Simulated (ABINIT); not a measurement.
# A GW run on SiC (P6_3mc) in ABINIT, with inputs changed

Aim: change inputs of a GW run on SiC (P6_3mc) and see what moves.

Main program and level: ABINIT 10.8.3; PBE and many-body steps on it, plane waves.

### Step 1. Starting point

The structure is hexagonal, space group P6_3mc (No. 186). Conventional cell: a = 3.074 Å, b = 3.074 Å, c = 5.045 Å, α = 90.00°, β = 90.00°, γ = 120.00°. Nearest to Si lie 4 C at 1.88 to 1.90 Å. C has 4 Si at 1.88 to 1.90 Å nearest. Farther neighbours are not listed.

The cell and positions are those that the Materials Project relaxed with its own functionals (PBE, PBE+U or r2SCAN), kept fixed.

### Step 2. Screening, 6×6×4 mesh, 119 bands, screening to 190.5 eV

This step: ABINIT 10.8.3; RPA screening on PBE, plane waves, norm-conserving pseudopotentials.

The RPA dielectric matrix is built and inverted for each q.

Input file run.abi:

```
acell 3*1.0 Angstrom
rprim 
  3.073513928196 0.000000000001 0.000000000000
  -1.536756964099 2.661741140703 0.000000000000
  0.000000000000 0.000000000000 5.045247710000
ntypat 2
znucl 14 6
natom 4
typat 1 1 2 2
xred 
  0.333333333333 0.666666666667 0.499602400000
  0.666666666667 0.333333333333 0.999602400000
  0.333333333333 0.666666666667 0.875397600000
  0.666666666667 0.333333333333 0.375397600000
pp_dirpath "pseudos"
pseudos "Si.upf, C.upf"
ecut 37
ngkpt 6 6 4
nshiftk 1
shiftk 0 0 0
kptopt 1
chksymbreak 0
istwfk *1
occopt 1
irdwfk 1
optdriver 3
nband 119
ecuteps 7
inclvkb 2
awtr 1
symchi 1
indata_prefix "in"
outdata_prefix "out"
tmpdata_prefix "tmp"
```

Command:

```
> OMP_NUM_THREADS=1 mpirun -n 8 abinit run.abi > log
```

Log:

```text
.Version 10.8.3 of ABINIT. v10.8.2 released Aug 2026.

 Symmetries : space group P6_3 m c (#186); Bravais hP (primitive hexag.)
[... echo of the input left out ...]
== DATASET  1 ==================================================================
-   mpi_nproc: 8, omp_nthreads: 1 (-1 if OMP is not activated)

--- !DatasetInfo
iteration_state: {dtset: 1, }
dimensions: {natom: 4, nkpt: 21, mband: 119, nsppol: 1, nspinor: 1, nspden: 1, mpw: 3015, }
cutoff_energies: {ecut:  37.0, pawecutdg:  -1.0, }
electrons: {nelect:   1.60000000E+01, charge:   0.00000000E+00, occopt:   1.00000000E+00, tsmear:   1.00000000E-02, }

 SCREENING: Calculation of the susceptibility and dielectric matrices

 Based on a program developped by R.W. Godby, V. Olevano, G. Onida, and L. Reining.
 Incorporated in ABINIT by V. Olevano, G.-M. Rignanese, and M. Torrent.
.Using double precision arithmetic ; gwpc =  8

[... cell and pseudopotentials left out ...]
--------------------------------------------------------------------------------

 ==== K-mesh for the wavefunctions ====
 Number of points in the irreducible wedge :    21
[... list of points left out ...]
 Together with 12 symmetry operations and time-reversal symmetry
 yields   144 points in the full Brillouin Zone.

 ==== Q-mesh for the screening function ====
 Number of points in the irreducible wedge :    21
[... list of points left out ...]
 Together with 12 symmetry operations and time-reversal symmetry
 yields   144 points in the full Brillouin Zone.

 setmesh: FFT mesh size selected  =    20x   20x   40
          total number of points  =        16000

 vcoul_init : cutoff-mode = AUXILIARY_FUNCTION
 q-points for optical limit:   1
     1)      0.000010    0.000020    0.000030

- screening: taking advantage of time-reversal symmetry
- Maximum band index for partially occupied states nbvw = 8
- Remaining bands to be divided among processors   nbcw = 111
- Number of bands treated by each node ~13

 Number of electrons calculated from density =   16.0000; Expected =   16.0000
 average of density, n =  0.057443
 r_s =    1.6078
 omega_plasma =   23.1193 [eV]

 calculating chi0 at frequencies [eV] :
  1    0.000000E+00    0.000000E+00
  2    0.000000E+00    2.311935E+01

--------------------------------------------------------------------------------
  q-point number  1        q = ( 0.000000, 0.000000, 0.000000) [r.l.u.]
--------------------------------------------------------------------------------
[... chi0 elements left out ...]
 For q-point:  0.000010 0.000020 0.000030
  dielectric constant =   6.8531
  dielectric constant without local fields =   7.5080

  Average fulfillment of the sum rule on Im[epsilon] for q-point    1 :     86.49  [%]
[... wings left out ...]
  q-point number  2        q = ( 0.166667, 0.000000, 0.000000) [r.l.u.]
--------------------------------------------------------------------------------
[... chi0 elements left out ...]
  Average fulfillment of the sum rule on Im[epsilon] for q-point    2 :     92.31  [%]

 [... 19 further q-points ...]
```

Wall time 48 s (8 MPI ranks of Arm Neoverse V2, shared host); peak memory 1.8 GiB; 6.4 min of CPU time.

This step gave:

- ε∞ with local fields, on this mesh, along the program's q direction: 6.853
- the same without local fields: 7.508
- plasma frequency: 23.12 eV
- plane waves in the screening matrix: 245

Local fields lower ε∞ by 9 %.

### Step 3. Base

The self-energy is evaluated for the states that the input lists, and the levels follow from it, in one-shot runs by the linearised quasiparticle equation.

This step: G0W0 on PBE, plane waves, norm-conserving pseudopotentials.

run.abi: that of step 2 with these lines changed.

```diff
@@ -25,8 +25,19 @@
 irdwfk 1
-optdriver 3
+optdriver 4
 nband 119
+gwcalctyp 0
+ecutsigx 37
+symsigma 1
+nkptgw 3
+kptgw 
+  0.0000000000 0.0000000000 0.0000000000
+  0.3333333333 0.3333333333 0.0000000000
+  0.5000000000 0.0000000000 0.0000000000
+bdgw 
+  7 10
+  6 10
+  7 10
 ecuteps 7
-inclvkb 2
-awtr 1
-symchi 1
+irdscr 1
+ppmodel 1
 indata_prefix "in"
```

Log:

```text
.Version 10.8.3 of ABINIT. v10.8.2 released Aug 2026.

 Symmetries : space group P6_3 m c (#186); Bravais hP (primitive hexag.)
[... echo of the input left out ...]
== DATASET  1 ==================================================================
-   mpi_nproc: 8, omp_nthreads: 1 (-1 if OMP is not activated)

--- !DatasetInfo
iteration_state: {dtset: 1, }
dimensions: {natom: 4, nkpt: 21, mband: 119, nsppol: 1, nspinor: 1, nspden: 1, mpw: 3015, }
cutoff_energies: {ecut:  37.0, pawecutdg:  -1.0, }
electrons: {nelect:   1.60000000E+01, charge:   0.00000000E+00, occopt:   1.00000000E+00, tsmear:   1.00000000E-02, }

 SIGMA: Calculation of the GW corrections

 Based on a program developped by R.W. Godby, V. Olevano, G. Onida, and L. Reining.
 Incorporated in ABINIT by V. Olevano, G.-M. Rignanese, and M. Torrent.
.Using double precision arithmetic ; gwpc =  8

[... cell and pseudopotentials left out ...]
--------------------------------------------------------------------------------

 ==== K-mesh for the wavefunctions ====
 Number of points in the irreducible wedge :    21
[... list of points left out ...]
 Together with 12 symmetry operations and time-reversal symmetry
 yields   144 points in the full Brillouin Zone.

 ==== Q-mesh for screening function ====
 Number of points in the irreducible wedge :    21
[... list of points left out ...]
 Together with 12 symmetry operations and time-reversal symmetry
 yields   144 points in the full Brillouin Zone.

 vcoul_init : cutoff-mode = AUXILIARY_FUNCTION
 q-points for optical limit:   1
     1)      0.000010    0.000020    0.000030
 setmesh: FFT mesh size selected  =    27x   27x   54
          total number of points  =        39366

 Number of electrons calculated from density =   16.0000; Expected =   16.0000
 average of density, n =  0.057443
 r_s =    1.6078
 omega_plasma =   23.1193 [eV]

 === KS Band Gaps ===
  >>>> For spin  1
   Minimum direct gap =   3.9851 [eV], located at k-point      :   0.5000  0.0000  0.0000
   Fundamental gap    =   2.2753 [eV], Top of valence bands at :   0.0000  0.0000  0.0000
                                       Bottom of conduction at :   0.3333  0.3333  0.0000
 SIGMA fundamental parameters:
 PLASMON POLE MODEL  1
 number of plane-waves for SigmaX                 2973
 number of plane-waves for SigmaC and W            245
 number of plane-waves for wavefunctions          2973
 number of bands                                   119
 number of independent spin polarizations            1
 number of spinorial components                      1
 number of k-points in IBZ                          21
 number of q-points in IBZ                          21
 number of symmetry operations                      12
 number of k-points in BZ                          144
 number of q-points in BZ                          144
 number of frequencies for dSigma/dE                 9
 frequency step for dSigma/dE [eV]                0.25
 number of omega for Sigma on real axis              0
 max omega for Sigma on real axis  [eV]           0.00
 zcut for avoiding poles [eV]                     0.10

 EPSILON^-1 parameters (SCR file):
 dimension of the eps^-1 matrix on file            245
 dimension of the eps^-1 matrix used               245
 number of plane-waves for wavefunctions          2973
 number of bands                                   119
 number of q-points in IBZ                          21
 number of frequencies                               2
 number of real frequencies                          1
 number of imag frequencies                          1

 matrix elements of self-energy operator (all in [eV])

 Perturbative Calculation

--- !SelfEnergy_ee
iteration_state: {dtset: 1, }
kpoint     : [   0.000,    0.000,    0.000, ]
spin       : 1
KS_gap     :    4.820
QP_gap     :    5.675
Delta_QP_KS:    0.855
data: !SigmaeeData |
     Band     E0 <VxcDFT>   SigX SigC(E0)      Z dSigC/dE  Sig(E)    E-E0       E
        7   7.012 -15.027 -17.600   2.060   0.793  -0.261 -15.434  -0.406   6.605
        8   7.012 -15.027 -17.600   2.060   0.793  -0.261 -15.434  -0.406   6.605
        9  11.832 -12.163  -6.994  -4.614   0.807  -0.239 -11.714   0.449  12.281
       10  13.231 -12.779  -7.194  -5.042   0.794  -0.260 -12.348   0.431  13.663

--- !SelfEnergy_ee
iteration_state: {dtset: 1, }
kpoint     : [   0.333,    0.333,    0.000, ]
spin       : 1
KS_gap     :    6.117
QP_gap     :    7.150
Delta_QP_KS:    1.033
data: !SigmaeeData |
     Band     E0 <VxcDFT>   SigX SigC(E0)      Z dSigC/dE  Sig(E)    E-E0       E
        6   2.959 -13.062 -17.039   2.962   0.781  -0.280 -13.855  -0.793   2.165
        7   2.959 -13.062 -17.039   2.962   0.781  -0.280 -13.855  -0.793   2.165
[...]
--- !SelfEnergy_ee
iteration_state: {dtset: 1, }
kpoint     : [   0.500,    0.000,    0.000, ]
spin       : 1
KS_gap     :    3.985
QP_gap     :    4.856
Delta_QP_KS:    0.871
data: !SigmaeeData |
     Band     E0 <VxcDFT>   SigX SigC(E0)      Z dSigC/dE  Sig(E)    E-E0       E
[...]
8   5.813 -14.520 -17.600   2.358   0.790  -0.265 -15.091  -0.571   5.242
        9   9.798 -10.579  -6.048  -4.165   0.821  -0.218 -10.279   0.300  10.099
       10  11.240 -11.760  -6.959  -4.234   0.810  -0.235 -11.301   0.459  11.699

== END DATASET(S) ==============================================================
================================================================================

 -outvars: echo values of variables after computation  --------
           etotal      0.0000000000E+00
            nband         119
             nkpt          21
          spgroup         186
 [... the other variables as echoed above ...]

 Calculation completed.
```

Run time: 16 s. Hardware: 8 MPI ranks; peak memory 1.9 GiB; 2.1 min of CPU time.

Numbers from this step:

| Item | Value |
| --- | --- |
| G0W0 gap on the points computed | 2.917 eV |
| starting gap on the mesh | 2.275 eV |
| k of the valence top | 0, 0, 0 |
| k of the conduction bottom | 0.3333, 0.3333, 0 |
| Z at the valence top | 0.793 |
| Z at the conduction bottom | 0.825 |
| least direct G0W0 gap on the computed points | 4.857 eV |

The gap on the mesh goes from 2.28 eV to 2.92 eV, a correction of +0.64 eV.

### Step 4. Smaller part of the screening matrix

run.abi: that of step 3 with these lines changed.

```diff
@@ -39,3 +39,3 @@
   7 10
-ecuteps 7
+ecuteps 3.5
 irdscr 1
```

Log:

```text
.Version 10.8.3 of ABINIT. v10.8.2 released Aug 2026.

 Symmetries : space group P6_3 m c (#186); Bravais hP (primitive hexag.)
[... echo of the input left out ...]
== DATASET  1 ==================================================================
-   mpi_nproc: 8, omp_nthreads: 1 (-1 if OMP is not activated)

--- !DatasetInfo
iteration_state: {dtset: 1, }
dimensions: {natom: 4, nkpt: 21, mband: 119, nsppol: 1, nspinor: 1, nspden: 1, mpw: 3015, }
cutoff_energies: {ecut:  37.0, pawecutdg:  -1.0, }
electrons: {nelect:   1.60000000E+01, charge:   0.00000000E+00, occopt:   1.00000000E+00, tsmear:   1.00000000E-02, }

 SIGMA: Calculation of the GW corrections

 Based on a program developped by R.W. Godby, V. Olevano, G. Onida, and L. Reining.
 Incorporated in ABINIT by V. Olevano, G.-M. Rignanese, and M. Torrent.
.Using double precision arithmetic ; gwpc =  8

[... cell and pseudopotentials left out ...]
--------------------------------------------------------------------------------

 ==== K-mesh for the wavefunctions ====
 Number of points in the irreducible wedge :    21
[... list of points left out ...]
 Together with 12 symmetry operations and time-reversal symmetry
 yields   144 points in the full Brillouin Zone.

 ==== Q-mesh for screening function ====
 Number of points in the irreducible wedge :    21
[... list of points left out ...]
 Together with 12 symmetry operations and time-reversal symmetry
 yields   144 points in the full Brillouin Zone.

 vcoul_init : cutoff-mode = AUXILIARY_FUNCTION
 q-points for optical limit:   1
     1)      0.000010    0.000020    0.000030
 setmesh: FFT mesh size selected  =    27x   27x   54
          total number of points  =        39366

 Number of electrons calculated from density =   16.0000; Expected =   16.0000
[...]
number of plane-waves for wavefunctions          2973
 number of bands                                   119
 number of q-points in IBZ                          21
 number of frequencies                               2
 number of real frequencies                          1
 number of imag frequencies                          1

 matrix elements of self-energy operator (all in [eV])

 Perturbative Calculation

--- !SelfEnergy_ee
iteration_state: {dtset: 1, }
kpoint     : [   0.000,    0.000,    0.000, ]
spin       : 1
KS_gap     :    4.820
QP_gap     :    5.636
Delta_QP_KS:    0.815
data: !SigmaeeData |
     Band     E0 <VxcDFT>   SigX SigC(E0)      Z dSigC/dE  Sig(E)    E-E0       E
        7   7.012 -15.027 -17.600   2.185   0.796  -0.257 -15.335  -0.308   6.704
        8   7.012 -15.027 -17.600   2.185   0.796  -0.257 -15.335  -0.308   6.704
        9  11.832 -12.163  -6.994  -4.543   0.809  -0.236 -11.656   0.507  12.339
[...]
--- !SelfEnergy_ee
iteration_state: {dtset: 1, }
kpoint     : [   0.333,    0.333,    0.000, ]
spin       : 1
KS_gap     :    6.117
QP_gap     :    7.086
Delta_QP_KS:    0.969
data: !SigmaeeData |
     Band     E0 <VxcDFT>   SigX SigC(E0)      Z dSigC/dE  Sig(E)    E-E0       E
[...]
--- !SelfEnergy_ee
iteration_state: {dtset: 1, }
kpoint     : [   0.500,    0.000,    0.000, ]
spin       : 1
KS_gap     :    3.985
QP_gap     :    4.785
Delta_QP_KS:    0.800
data: !SigmaeeData |
     Band     E0 <VxcDFT>   SigX SigC(E0)      Z dSigC/dE  Sig(E)    E-E0       E
[...]
9   9.798 -10.579  -6.048  -4.140   0.822  -0.216 -10.258   0.321  10.119
       10  11.240 -11.760  -6.959  -4.192   0.811  -0.233 -11.266   0.494  11.734

== END DATASET(S) ==============================================================
================================================================================

 -outvars: echo values of variables after computation  --------
           etotal      0.0000000000E+00
            nband         119
             nkpt          21
          spgroup         186
 [... the other variables as echoed above ...]

 Calculation completed.
```

Run time: 5.1 s. Hardware: 8 MPI ranks; peak memory 1.2 GiB; 40 s of CPU time.

Numbers from this step:

```
G0W0 gap on the points computed              : 2.813 eV
starting gap on the mesh                     : 2.275 eV
k of the valence top                         : 0, 0, 0
k of the conduction bottom                   : 0.3333, 0.3333, 0
Z at the valence top                         : 0.796
Z at the conduction bottom                   : 0.825
least direct G0W0 gap on the computed points : 4.785 eV
```

### Step 5. No symmetry in the self-energy

run.abi: that of step 4 with these lines changed.

```diff
@@ -29,3 +29,3 @@
 ecutsigx 37
-symsigma 1
+symsigma 0
 nkptgw 3
@@ -39,3 +39,3 @@
   7 10
-ecuteps 3.5
+ecuteps 7
 irdscr 1
```

Log:

```text
.Version 10.8.3 of ABINIT. v10.8.2 released Aug 2026.

 Symmetries : space group P6_3 m c (#186); Bravais hP (primitive hexag.)
[... echo of the input left out ...]
== DATASET  1 ==================================================================
-   mpi_nproc: 8, omp_nthreads: 1 (-1 if OMP is not activated)

--- !DatasetInfo
iteration_state: {dtset: 1, }
dimensions: {natom: 4, nkpt: 21, mband: 119, nsppol: 1, nspinor: 1, nspden: 1, mpw: 3015, }
cutoff_energies: {ecut:  37.0, pawecutdg:  -1.0, }
[...]
Band     E0 <VxcDFT>   SigX SigC(E0)      Z dSigC/dE  Sig(E)    E-E0       E
[...]
9   9.798 -10.579  -6.048  -4.165   0.821  -0.218 -10.279   0.300  10.098
       10  11.240 -11.760  -6.959  -4.234   0.810  -0.235 -11.301   0.459  11.699

== END DATASET(S) ==============================================================
================================================================================

 -outvars: echo values of variables after computation  --------
           etotal      0.0000000000E+00
            nband         119
             nkpt          21
          spgroup         186
 [... the other variables as echoed above ...]

 Calculation completed.
```

Wall time 69 s (8 MPI ranks); peak memory 1.9 GiB; 9.1 min of CPU time.

Numbers from this step:

- G0W0 gap on the points computed: 2.917 eV
- starting gap on the mesh: 2.275 eV
- k of the valence top: 0, 0, 0
- k of the conduction bottom: 0.3333, 0.3333, 0
- least direct G0W0 gap on the computed points: 4.855 eV

Against G0W0 in ABINIT (6×6×4 mesh, 119 bands, screening to 190.5 eV, Godby-Needs plasmon pole), the gap moves by +0.000 eV.

### Step 6. Broadening of the poles

run.abi: that of step 5 with these lines changed.

```diff
@@ -29,3 +29,3 @@
 ecutsigx 37
-symsigma 0
+symsigma 1
 nkptgw 3
@@ -42,2 +42,3 @@
 ppmodel 1
+zcut 1.0 eV
 indata_prefix "in"
```

Log:

```text
.Version 10.8.3 of ABINIT. v10.8.2 released Aug 2026.

 Symmetries : space group P6_3 m c (#186); Bravais hP (primitive hexag.)
[... echo of the input left out ...]
== DATASET  1 ==================================================================
-   mpi_nproc: 8, omp_nthreads: 1 (-1 if OMP is not activated)

--- !DatasetInfo
iteration_state: {dtset: 1, }
dimensions: {natom: 4, nkpt: 21, mband: 119, nsppol: 1, nspinor: 1, nspden: 1, mpw: 3015, }
cutoff_energies: {ecut:  37.0, pawecutdg:  -1.0, }
[...]
Band     E0 <VxcDFT>   SigX SigC(E0)      Z dSigC/dE  Sig(E)    E-E0       E
[...]
9   9.798 -10.579  -6.048  -4.165   0.821  -0.218 -10.279   0.300  10.099
       10  11.240 -11.760  -6.959  -4.234   0.810  -0.235 -11.301   0.459  11.699

== END DATASET(S) ==============================================================
================================================================================

 -outvars: echo values of variables after computation  --------
           etotal      0.0000000000E+00
            nband         119
             nkpt          21
          spgroup         186
 [... the other variables as echoed above ...]

 Calculation completed.
```

The job ended after 16 s (8 MPI ranks; peak memory 1.9 GiB; 2.1 min of CPU time).

Numbers from this step:

| Property | Result |
| --- | --- |
| G0W0 gap on the points computed | 2.917 eV |
| starting gap on the mesh | 2.275 eV |
| k of the valence top | 0, 0, 0 |
| k of the conduction bottom | 0.3333, 0.3333, 0 |
| least direct G0W0 gap on the computed points | 4.857 eV |

Against G0W0 in ABINIT (6×6×4 mesh, 119 bands, screening to 190.5 eV, Godby-Needs plasmon pole), the gap moves by +0.000 eV.

(Continued in part 2 of 2.)

[Paths, hosts, dates, memory and timing lines, banners, echoed tables and standing remarks are left out of the program output.]

[Logs are printed without paths, hosts, clocks, repeated set-up lines and the standing remarks that a program may print on its own settings, such as how far it seeks lower states.]

[Runs of the session that timed out or met a known fault of the program may be left out.]

[No measured gap is set beside runs whose start may be inverted or whose files or cutoffs have a known fault.]

[Hosts, paths, dates, database ids (printed as entryN), source tags and the programs' standing remarks are cut or masked in the printed files.]

[G0W0 gaps are taken among the corrected bands and points alone; a level outside them can change the order at an edge.]

[Where Ansatz stands beside ABINIT at settings called matched, ABINIT's density can come from a denser mesh and the files from another edition; pairs whose starting gaps differed by over 0.03 eV were left out, so agreement reads better than it is.]
